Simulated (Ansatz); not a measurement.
# Na on Ta(110): change of the work function, part 2 of 3

Aim: the work function of Ta(110) at several coverages of Na (hollow site), and the dipole that each adsorbate carries.

Ansatz 0.2.0; plane-wave DFT, PBE, Ansatz PAW.

So far, work function, upper face (eV): step 2 (the clean slab) 4.77.

## (3) Adsorbate added, k-mesh 4×4×1, coverage 0.111 ML

System of this step: Na/Ta(110). The cell holds 37 atoms: 36 Ta and 1 Na. Cell: a = 8.600 Å, b = 8.600 Å, c = 28.006 Å, α = 90.0°, β = 90.0°, γ = 70.5°. Vacuum lies along c.

The clean slab as it ended is repeated in the plane and the adsorbate is set on one face; the cell's size fixes the coverage, and the k-mesh shrinks with it to keep the sampling density about even. Adsorbate and upper layers relax, since the dipole depends on the height.

input.yaml

```yaml
crystal:
  lattice:
    - [7.0215703371, -4.965, 0.0]
    - [7.0215703371, 4.965, 0.0]
    - [0.0, 0.0, 28.0059202928]
  atoms:
    - { symbol: Ta, position: [0.0, 0.0, 0.3213606233] }
    - { symbol: Ta, position: [0.1666666667, 0.1666666667, 0.4049330759] }
    - { symbol: Ta, position: [0.0, 0.0, 0.4885911609] }
    - { symbol: Ta, position: [0.1666666667, 0.1666666667, 0.5689081775] }
    - { symbol: Ta, position: [0.0, 0.3333333333, 0.3213606233] }
    - { symbol: Ta, position: [0.1666666667, 0.5, 0.4049330759] }
    - { symbol: Ta, position: [0.0, 0.3333333333, 0.4885911609] }
    - { symbol: Ta, position: [0.1666666667, 0.5, 0.5689081775] }
    - { symbol: Ta, position: [0.0, 0.6666666667, 0.3213606233] }
    - { symbol: Ta, position: [0.1666666667, 0.8333333333, 0.4049330759] }
    - { symbol: Ta, position: [0.0, 0.6666666667, 0.4885911609] }
    - { symbol: Ta, position: [0.1666666667, 0.8333333333, 0.5689081775] }
    - { symbol: Ta, position: [0.3333333333, 0.0, 0.3213606233] }
    - { symbol: Ta, position: [0.5, 0.1666666667, 0.4049330759] }
    - { symbol: Ta, position: [0.3333333333, 0.0, 0.4885911609] }
    - { symbol: Ta, position: [0.5, 0.1666666667, 0.5689081775] }
    - { symbol: Ta, position: [0.3333333333, 0.3333333333, 0.3213606233] }
    - { symbol: Ta, position: [0.5, 0.5, 0.4049330759] }
    - { symbol: Ta, position: [0.3333333333, 0.3333333333, 0.4885911609] }
    - { symbol: Ta, position: [0.5, 0.5, 0.5689081775] }
    - { symbol: Ta, position: [0.3333333333, 0.6666666667, 0.3213606233] }
    - { symbol: Ta, position: [0.5, 0.8333333333, 0.4049330759] }
    - { symbol: Ta, position: [0.3333333333, 0.6666666667, 0.4885911609] }
    - { symbol: Ta, position: [0.5, 0.8333333333, 0.5689081775] }
    - { symbol: Ta, position: [0.6666666667, 0.0, 0.3213606233] }
    - { symbol: Ta, position: [0.8333333333, 0.1666666667, 0.4049330759] }
    - { symbol: Ta, position: [0.6666666667, 0.0, 0.4885911609] }
    - { symbol: Ta, position: [0.8333333333, 0.1666666667, 0.5689081775] }
    - { symbol: Ta, position: [0.6666666667, 0.3333333333, 0.3213606233] }
    - { symbol: Ta, position: [0.8333333333, 0.5, 0.4049330759] }
    - { symbol: Ta, position: [0.6666666667, 0.3333333333, 0.4885911609] }
    - { symbol: Ta, position: [0.8333333333, 0.5, 0.5689081775] }
    - { symbol: Ta, position: [0.6666666667, 0.6666666667, 0.3213606233] }
    - { symbol: Ta, position: [0.8333333333, 0.8333333333, 0.4049330759] }
    - { symbol: Ta, position: [0.6666666667, 0.6666666667, 0.4885911609] }
    - { symbol: Ta, position: [0.8333333333, 0.8333333333, 0.5689081775] }
    - { symbol: Na, position: [0.28, 0.28, 0.6786393767] }
kpoints:
  mp_grid: { grid: [4, 4, 1] }
hamiltonian:
  xc: pbe
scf:
  occupations: { method: fermi_dirac, width: 0.1 }
  convergence: { dr2_threshold: 1.0e-08 }
efield:
  axis: 3
  dipole_correction: true
  ramp_position: 0.97
  ramp_width: 0.06
relax:
  f_tol: 0.02
  max_steps: 60
  constraints:
    - { sites: [0, 1, 4, 5, 8, 9, 12, 13, 16, 17, 20, 21, 24, 25, 28, 29, 32, 33] }
output:
  write_potential: true
  write_density: true
  volumetric_format: npy
```

Started as:

```bash
$ ansatz run input.yaml --threads 4 --pin off --max-ram 16384MiB --backend cpu --events-out ev --progress --plain --runs-dir out
```

Standard output:

```text
[...]
Crystal: 37 atoms, lattice volume = 1952.690 Å³
Basis set: ecut = 420 eV, 38247 PW (Γ), exchange–correlation on 120×120×384 points (8 copies of the dense FFT grid, shifted against one another)
Bands: 287, of which v1, the nominal top of the filled ones, is band 239 counted from 1 (238 counted from 0)
Symmetry: 2 space group operations
[...]
k-points: 7 of 16 (time reversal used)
[...]
SCF iter   1: F=—  HF=-359028.634951 eV  |F-HF|=—  |Δ(HF+E_count)|=         —  Δρ=5.04e-3  dr2=1.23e1  ethr=1.77e-3  p=0.849 e·Å  D=7.87e-2 V/Å  ΔV_dip=-2.20 eV  dr2_dipole=2.91e0  V_vac-E_F(+/−)=2.82/5.03 eV  ⟨swp⟩=13.6  Hψ=10348  notcnv=0
[...]
SCF iter   9: F=-359028.356526 eV  HF=-359028.356526 eV  |F-HF|=4.01e-8  |Δ(HF+E_count)|=   2.09e-7  Δρ=5.61e-7  dr2=9.98e-9  ethr=2.10e-12  p=0.762 e·Å  D=7.06e-2 V/Å  ΔV_dip=-1.98 eV  dr2_dipole=2.90e-10  V_vac-E_F(+/−)=2.82/4.80 eV  ⟨swp⟩=11.3  Hψ=15856  notcnv=0
SCF 1 converged in 9 iterations: F = -359028.356526 eV  dr2 = 9.98e-9
[...]
relax step   1: F+E_penalty+E_count = -359028.35652624 eV  Δ(F+E_penalty+E_count) = +0.000e0 eV  max|allowed force component| = 4.519e-1 eV/Å  Δτ_max = 0.0000 Å  (9 SCF iters, accepted)
[...]
SCF iter   9: F=-359028.361190 eV  HF=-359028.361190 eV  |F-HF|=1.03e-8  |Δ(HF+E_count)|=   8.67e-8  Δρ=3.70e-7  dr2=5.37e-9  ethr=2.10e-12  p=0.704 e·Å  D=6.52e-2 V/Å  ΔV_dip=-1.83 eV  dr2_dipole=1.50e-10  V_vac-E_F(+/−)=2.97/4.80 eV  ⟨swp⟩=11.0  Hψ=14374  notcnv=0
SCF 2 converged in 9 iterations: F = -359028.361190 eV  dr2 = 5.37e-9
[...]
relax step   2: F+E_penalty+E_count = -359028.36118986 eV  Δ(F+E_penalty+E_count) = -4.664e-3 eV  max|allowed force component| = 3.298e-1 eV/Å  Δτ_max = 0.0863 Å  (9 SCF iters, accepted)
SCF iter   1: F=—  HF=-359028.441018 eV  |F-HF|=—  |Δ(HF+E_count)|=         —  Δρ=1.82e-3  dr2=2.92e-1  ethr=1.22e-3  p=0.704 e·Å  D=6.52e-2 V/Å  ΔV_dip=-1.83 eV  dr2_dipole=1.01e-4  V_vac-E_F(+/−)=2.98/4.81 eV  ⟨swp⟩=5.3  Hψ=3524  notcnv=0  defer=4
[...]
SCF iter   9: F=-359028.427591 eV  HF=-359028.427591 eV  |F-HF|=5.18e-9  |Δ(HF+E_count)|=   4.12e-8  Δρ=2.19e-7  dr2=2.08e-9  ethr=2.10e-12  p=0.668 e·Å  D=6.19e-2 V/Å  ΔV_dip=-1.73 eV  dr2_dipole=1.08e-10  V_vac-E_F(+/−)=3.07/4.80 eV  ⟨swp⟩=10.4  Hψ=13761  notcnv=0
SCF 3 converged in 9 iterations: F = -359028.427591 eV  dr2 = 2.08e-9
relax step   3: F+E_penalty+E_count = -359028.42759067 eV  Δ(F+E_penalty+E_count) = -6.640e-2 eV  max|allowed force component| = 9.497e-2 eV/Å  Δτ_max = 0.1184 Å  (9 SCF iters, accepted)
[...]
relax step   4: F+E_penalty+E_count = -359028.43195901 eV  Δ(F+E_penalty+E_count) = -4.368e-3 eV  max|allowed force component| = 3.678e-2 eV/Å  Δτ_max = 0.0627 Å  (7 SCF iters, accepted)
[...]
relax step   5: F+E_penalty+E_count = -359028.43683307 eV  Δ(F+E_penalty+E_count) = -4.874e-3 eV  max|allowed force component| = 4.259e-2 eV/Å  Δτ_max = 0.1619 Å  (8 SCF iters, accepted)
[...]
relax step   6: F+E_penalty+E_count = -359028.44119424 eV  Δ(F+E_penalty+E_count) = -4.361e-3 eV  max|allowed force component| = 1.480e-2 eV/Å  Δτ_max = 0.2000 Å  (8 SCF iters, accepted)
[...]
relax step   7: F+E_penalty+E_count = -359028.44312307 eV  Δ(F+E_penalty+E_count) = -1.929e-3 eV  max|allowed force component| = 2.146e-2 eV/Å  Δτ_max = 0.1952 Å  (8 SCF iters, accepted)
SCF iter   1: F=—  HF=-359028.442442 eV  |F-HF|=—  |Δ(HF+E_count)|=         —  Δρ=2.88e-4  dr2=5.77e-3  ethr=9.74e-6  p=0.645 e·Å  D=5.98e-2 V/Å  ΔV_dip=-1.67 eV  dr2_dipole=2.14e-4  V_vac-E_F(+/−)=3.13/4.80 eV  ⟨swp⟩=5.0  Hψ=4471  notcnv=0  defer=4
[...]
SCF iter   8: F=-359028.443487 eV  HF=-359028.443487 eV  |F-HF|=3.61e-9  |Δ(HF+E_count)|=   1.13e-8  Δρ=1.44e-7  dr2=9.11e-10  ethr=2.10e-12  p=0.645 e·Å  D=5.98e-2 V/Å  ΔV_dip=-1.67 eV  dr2_dipole=1.74e-10  V_vac-E_F(+/−)=3.13/4.80 eV  ⟨swp⟩=10.6  Hψ=13886  notcnv=0
SCF 8 converged in 8 iterations: F = -359028.443487 eV  dr2 = 9.11e-10
relax step   8: F+E_penalty+E_count = -359028.44348703 eV  Δ(F+E_penalty+E_count) = -3.640e-4 eV  max|allowed force component| = 8.892e-3 eV/Å  Δτ_max = 0.1148 Å  (8 SCF iters, accepted)
NSCF: frozen V_eff on 7 k-points
[...]
SCF converged after 8 iterations
Free energy (F): -359028.443487 eV
[...]
Internal energy: -359026.766154 eV  (E = F + TS)
E sigma→0 (E₀):  -359027.604821 eV
Entropy (-TS):   -1.677333 eV (-45.333 meV/atom)
Fermi energy:    3.787620 eV
Dipole field:    D = 0.059768 V/Å  (p = 0.644967 e·Å, saw-weighted, corrected)
Work function:   Φ+ = 3.1285 eV   Φ− = 4.8024 eV
[...]
--- Forces (eV/Å), atoms counted from 1 ---
  atom   1  Ta     0.00238579     0.00000000     0.42363589
  atom   2  Ta    -0.00641961     0.00000000    -0.41280598
  atom   3  Ta     0.00041198     0.00000000     0.00241946
  atom   4  Ta    -0.00187097     0.00000000     0.00464996
  atom   5  Ta     0.00094198    -0.00146256     0.43128355
  atom   6  Ta    -0.00048648    -0.01238035    -0.45324259
  atom   7  Ta     0.00423676    -0.00338632     0.00473023
  atom   8  Ta     0.00134351    -0.00275169    -0.00467111
  atom   9  Ta     0.00019071    -0.00460289     0.41939119
  atom  10  Ta     0.01700881    -0.00783153    -0.40902570
  atom  11  Ta    -0.00336741     0.00307914    -0.00069638
  atom  12  Ta    -0.00039482    -0.00078511    -0.00216146
  atom  13  Ta     0.00094198     0.00146256     0.43128355
  atom  14  Ta    -0.00048648     0.01238035    -0.45324259
  atom  15  Ta     0.00423676     0.00338632     0.00473023
  atom  16  Ta     0.00134351     0.00275169    -0.00467111
  atom  17  Ta    -0.00047551     0.00000000     0.42993220
  atom  18  Ta     0.00368124     0.00000000    -0.41216386
  atom  19  Ta     0.00646939     0.00000000    -0.00224583
  atom  20  Ta     0.00286569     0.00000000    -0.00506477
  atom  21  Ta    -0.00090968    -0.00180182     0.43193509
  atom  22  Ta    -0.01932594     0.00634196    -0.41167771
  atom  23  Ta    -0.00144510     0.00670978     0.00062776
  atom  24  Ta     0.00287191     0.00027248     0.00143718
  atom  25  Ta     0.00019071     0.00460289     0.41939119
  atom  26  Ta     0.01700881     0.00783153    -0.40902570
  atom  27  Ta    -0.00336741    -0.00307914    -0.00069638
  atom  28  Ta    -0.00039482     0.00078511    -0.00216146
  atom  29  Ta    -0.00090968     0.00180182     0.43193509
  atom  30  Ta    -0.01932594    -0.00634196    -0.41167771
  atom  31  Ta    -0.00144510    -0.00670978     0.00062776
  atom  32  Ta     0.00287191    -0.00027248     0.00143718
  atom  33  Ta    -0.00164270     0.00000000     0.42366735
  atom  34  Ta    -0.00006160     0.00000000    -0.46996367
  atom  35  Ta    -0.00889224     0.00000000     0.00150481
  atom  36  Ta     0.00251837     0.00000000    -0.00250835
  atom  37  Na    -0.00029176     0.00000000     0.00310251
  max |Σ_I F_I| component: 1.98e-5 eV/Å
--- Band table (eV; the first three rows and the last of 7) ---
  k-point 0: bands = [... 235 lower, 3.6625, 3.6685, 3.7322, 3.7332, 3.7343, 3.7362, 3.9157, 3.9390, ... 44 higher]
  k-point 1: bands = [... 235 lower, 3.6238, 3.6971, 3.7438, 3.7922, 3.8919, 3.8989, 3.9791, 4.0064, ... 44 higher]
  k-point 2: bands = [... 235 lower, 3.6501, 3.7248, 3.7632, 3.7898, 3.8088, 3.8285, 3.8370, 3.9112, ... 44 higher]
  k-point 6: bands = [... 235 lower, 3.6300, 3.6346, 3.6373, 3.8037, 3.8179, 3.8673, 3.8873, 3.8987, ... 44 higher]
--- Relaxed structure (8 steps of the walk, 8 accepted, 0 SCFs on fresh bases) ---
  F+E_penalty+E_count = -359028.44348703 eV   max|allowed force component| = 8.892e-3 eV/Å
  atoms:
    - { symbol: Ta, position: [0.0, 0.0, 0.3213606233] }
    - { symbol: Ta, position: [0.1666666667, 0.1666666667, 0.404933] }
    - { symbol: Ta, position: [-0.000168057, -0.000168057, 0.488600] }
    - { symbol: Ta, position: [0.167151, 0.167151, 0.569624] }
    - { symbol: Ta, position: [0.0, 0.3333333333, 0.3213606233] }
    - { symbol: Ta, position: [0.1666666667, 0.5, 0.404933] }
    - { symbol: Ta, position: [-0.000288041, 0.333390, 0.488683] }
    - { symbol: Ta, position: [0.165187, 0.501306, 0.568672] }
    - { symbol: Ta, position: [0.0, 0.6666666667, 0.3213606233] }
    - { symbol: Ta, position: [0.166667, 0.833333, 0.404933] }
    - { symbol: Ta, position: [-0.000938183, 0.667588, 0.488083] }
    - { symbol: Ta, position: [0.166349, 0.833007, 0.569717] }
    - { symbol: Ta, position: [0.3333333333, 0.0, 0.3213606233] }
    - { symbol: Ta, position: [0.5, 0.1666666667, 0.404933] }
    - { symbol: Ta, position: [0.333390, -0.000288041, 0.488683] }
    - { symbol: Ta, position: [0.501306, 0.165187, 0.568672] }
    - { symbol: Ta, position: [0.3333333333, 0.3333333333, 0.3213606233] }
    - { symbol: Ta, position: [0.5, 0.5, 0.404933] }
    - { symbol: Ta, position: [0.333217, 0.333217, 0.488482] }
    - { symbol: Ta, position: [0.499332, 0.499332, 0.569704] }
    - { symbol: Ta, position: [0.333333, 0.6666666667, 0.3213606233] }
    - { symbol: Ta, position: [0.5, 0.833333, 0.404933] }
    - { symbol: Ta, position: [0.333318, 0.666659, 0.488714] }
    - { symbol: Ta, position: [0.500147, 0.833474, 0.569704] }
    - { symbol: Ta, position: [0.6666666667, 0.0, 0.3213606233] }
    - { symbol: Ta, position: [0.833333, 0.166667, 0.404933] }
    - { symbol: Ta, position: [0.667588, -0.000938183, 0.488083] }
    - { symbol: Ta, position: [0.833007, 0.166349, 0.569717] }
    - { symbol: Ta, position: [0.6666666667, 0.333333, 0.3213606233] }
    - { symbol: Ta, position: [0.833333, 0.5, 0.404933] }
    - { symbol: Ta, position: [0.666659, 0.333318, 0.488714] }
    - { symbol: Ta, position: [0.833474, 0.500147, 0.569704] }
    - { symbol: Ta, position: [0.6666666667, 0.6666666667, 0.3213606233] }
    - { symbol: Ta, position: [0.8333333333, 0.8333333333, 0.404933] }
    - { symbol: Ta, position: [0.666821, 0.666821, 0.488600] }
    - { symbol: Ta, position: [0.833244, 0.833244, 0.569468] }
    - { symbol: Na, position: [0.333157, 0.333157, 0.669249] }
```

Run time: 21 min. Hardware: 4 threads of Arm Neoverse V1, shared host; peak memory 10 GiB; 85 min of CPU time.

The steps of the relaxation:

```
step  energy less that of the first step (eV)  largest force component (eV/Å)
   1                                   0.0000                          0.4519
   2                                  -0.0047                          0.3298
   3                                  -0.0711                          0.0950
   4                                  -0.0754                          0.0368
   5                                  -0.0803                          0.0426
   6                                  -0.0847                          0.0148
   7                                  -0.0866                          0.0215
   8                                  -0.0870                          0.0089
```

The run keeps the 2 symmetry operations that the program found, so distortions that break them were not tested.

The atoms that moved most (Å):

```csv
atom,dx,dy,dz,length
Na37,0.746,0.000,-0.263,0.791
Ta20,-0.009,0.000,0.022,0.024
Ta28,-0.005,0.000,0.023,0.023
Ta12,-0.005,0.000,0.023,0.023
Ta32,0.002,0.000,0.022,0.022
Ta24,0.002,0.000,0.022,0.022
Ta4,0.007,0.000,0.020,0.021
Ta27,0.000,-0.009,-0.014,0.017
```

Final coordinates:

```xyz
37
Lattice="7.0216 -4.9650 0.0000 7.0216 4.9650 0.0000 0.0000 0.0000 28.0059" Properties=species:S:1:pos:R:3
Ta    0.0000    0.0000    9.0000
Ta    2.3405    0.0000   11.3405
Ta   -0.0024    0.0000   13.6837
Ta    2.3473    0.0000   15.9528
Ta    2.3405    1.6550    9.0000
Ta    4.6810    1.6550   11.3405
Ta    2.3389    1.6567   13.6860
Ta    4.6798    1.6688   15.9262
Ta    4.6810    3.3100    9.0000
Ta    7.0216    3.3100   11.3405
Ta    4.6809    3.3192   13.6692
Ta    7.0170    3.3100   15.9554
Ta    2.3405   -1.6550    9.0000
Ta    4.6810   -1.6550   11.3405
Ta    2.3389   -1.6567   13.6860
Ta    4.6798   -1.6688   15.9262
Ta    4.6810    0.0000    9.0000
Ta    7.0216    0.0000   11.3405
Ta    4.6794    0.0000   13.6804
Ta    7.0122    0.0000   15.9551
Ta    7.0216    1.6550    9.0000
Ta    9.3621    1.6550   11.3405
Ta    7.0214    1.6550   13.6869
Ta    9.3641    1.6550   15.9551
Ta    4.6810   -3.3100    9.0000
Ta    7.0216   -3.3100   11.3405
Ta    4.6809   -3.3192   13.6692
Ta    7.0170   -3.3100   15.9554
Ta    7.0216   -1.6550    9.0000
Ta    9.3621   -1.6550   11.3405
Ta    7.0214   -1.6550   13.6869
Ta    9.3641   -1.6550   15.9551
Ta    9.3621    0.0000    9.0000
Ta   11.7026    0.0000   11.3405
Ta    9.3643    0.0000   13.6837
Ta   11.7014    0.0000   15.9485
Na    4.6786    0.0000   18.7429
```

Numbers from this step:

- energy at zero smearing: -359027.6048 eV
- work function, upper face: 3.129 eV
- work function, lower face: 4.802 eV
- dipole along the normal: 0.6450 e·Å
- step between the vacuum levels: -1.674 eV

Running mean over 2.341 Å of the planar mean; the ramp of the sawtooth is left out. Table of electron's electrostatic potential energy less the Fermi level by z:

z (Å), electron's electrostatic potential energy less the Fermi level (eV) and a bar from the least value:
```
        4        4.8 ##############################
        5        4.8 ##############################
        6        4.6 ##############################
        7        3.0 ##########################
        8       -5.2 ###########
        9      -10.1 #
       10      -10.0 #
       11      -10.0 #
       12      -10.0 #
       13      -10.0 #
       14      -10.2 #
       15      -10.7 
       16      -10.1 #
       17       -4.8 ###########
       18        2.1 #########################
       19        2.9 ##########################
       20        3.0 ##########################
       21        3.1 ###########################
       22        3.1 ###########################
       23        3.1 ###########################
       24        3.1 ###########################
```

The relaxation took 8 steps and lowered the energy by 0.087 eV; the largest force on the free atoms ends at 0.0089 eV/Å.

The covered face has 3.13 eV, -1.64 eV against the clean one; the bare back face has moved by -0.02 eV, a measure of how thin the slab is.

[end of part 2 of 3]

[Long decimals in the printed logs are rounded to 6 places.]

[Logs are printed without paths, hosts, clocks, repeated set-up lines and the standing remarks that a program may print on its own settings, such as how far it seeks lower states.]

[Hosts, paths, dates, database ids (printed as entryN), source tags and the programs' standing remarks are cut or masked in the printed files.]

[Maps of the electrostatic potential energy from Ansatz leave out the sawtooth potential of an applied field or a dipole correction, so their vacuum need not be flat; planar profiles and work functions include it.]
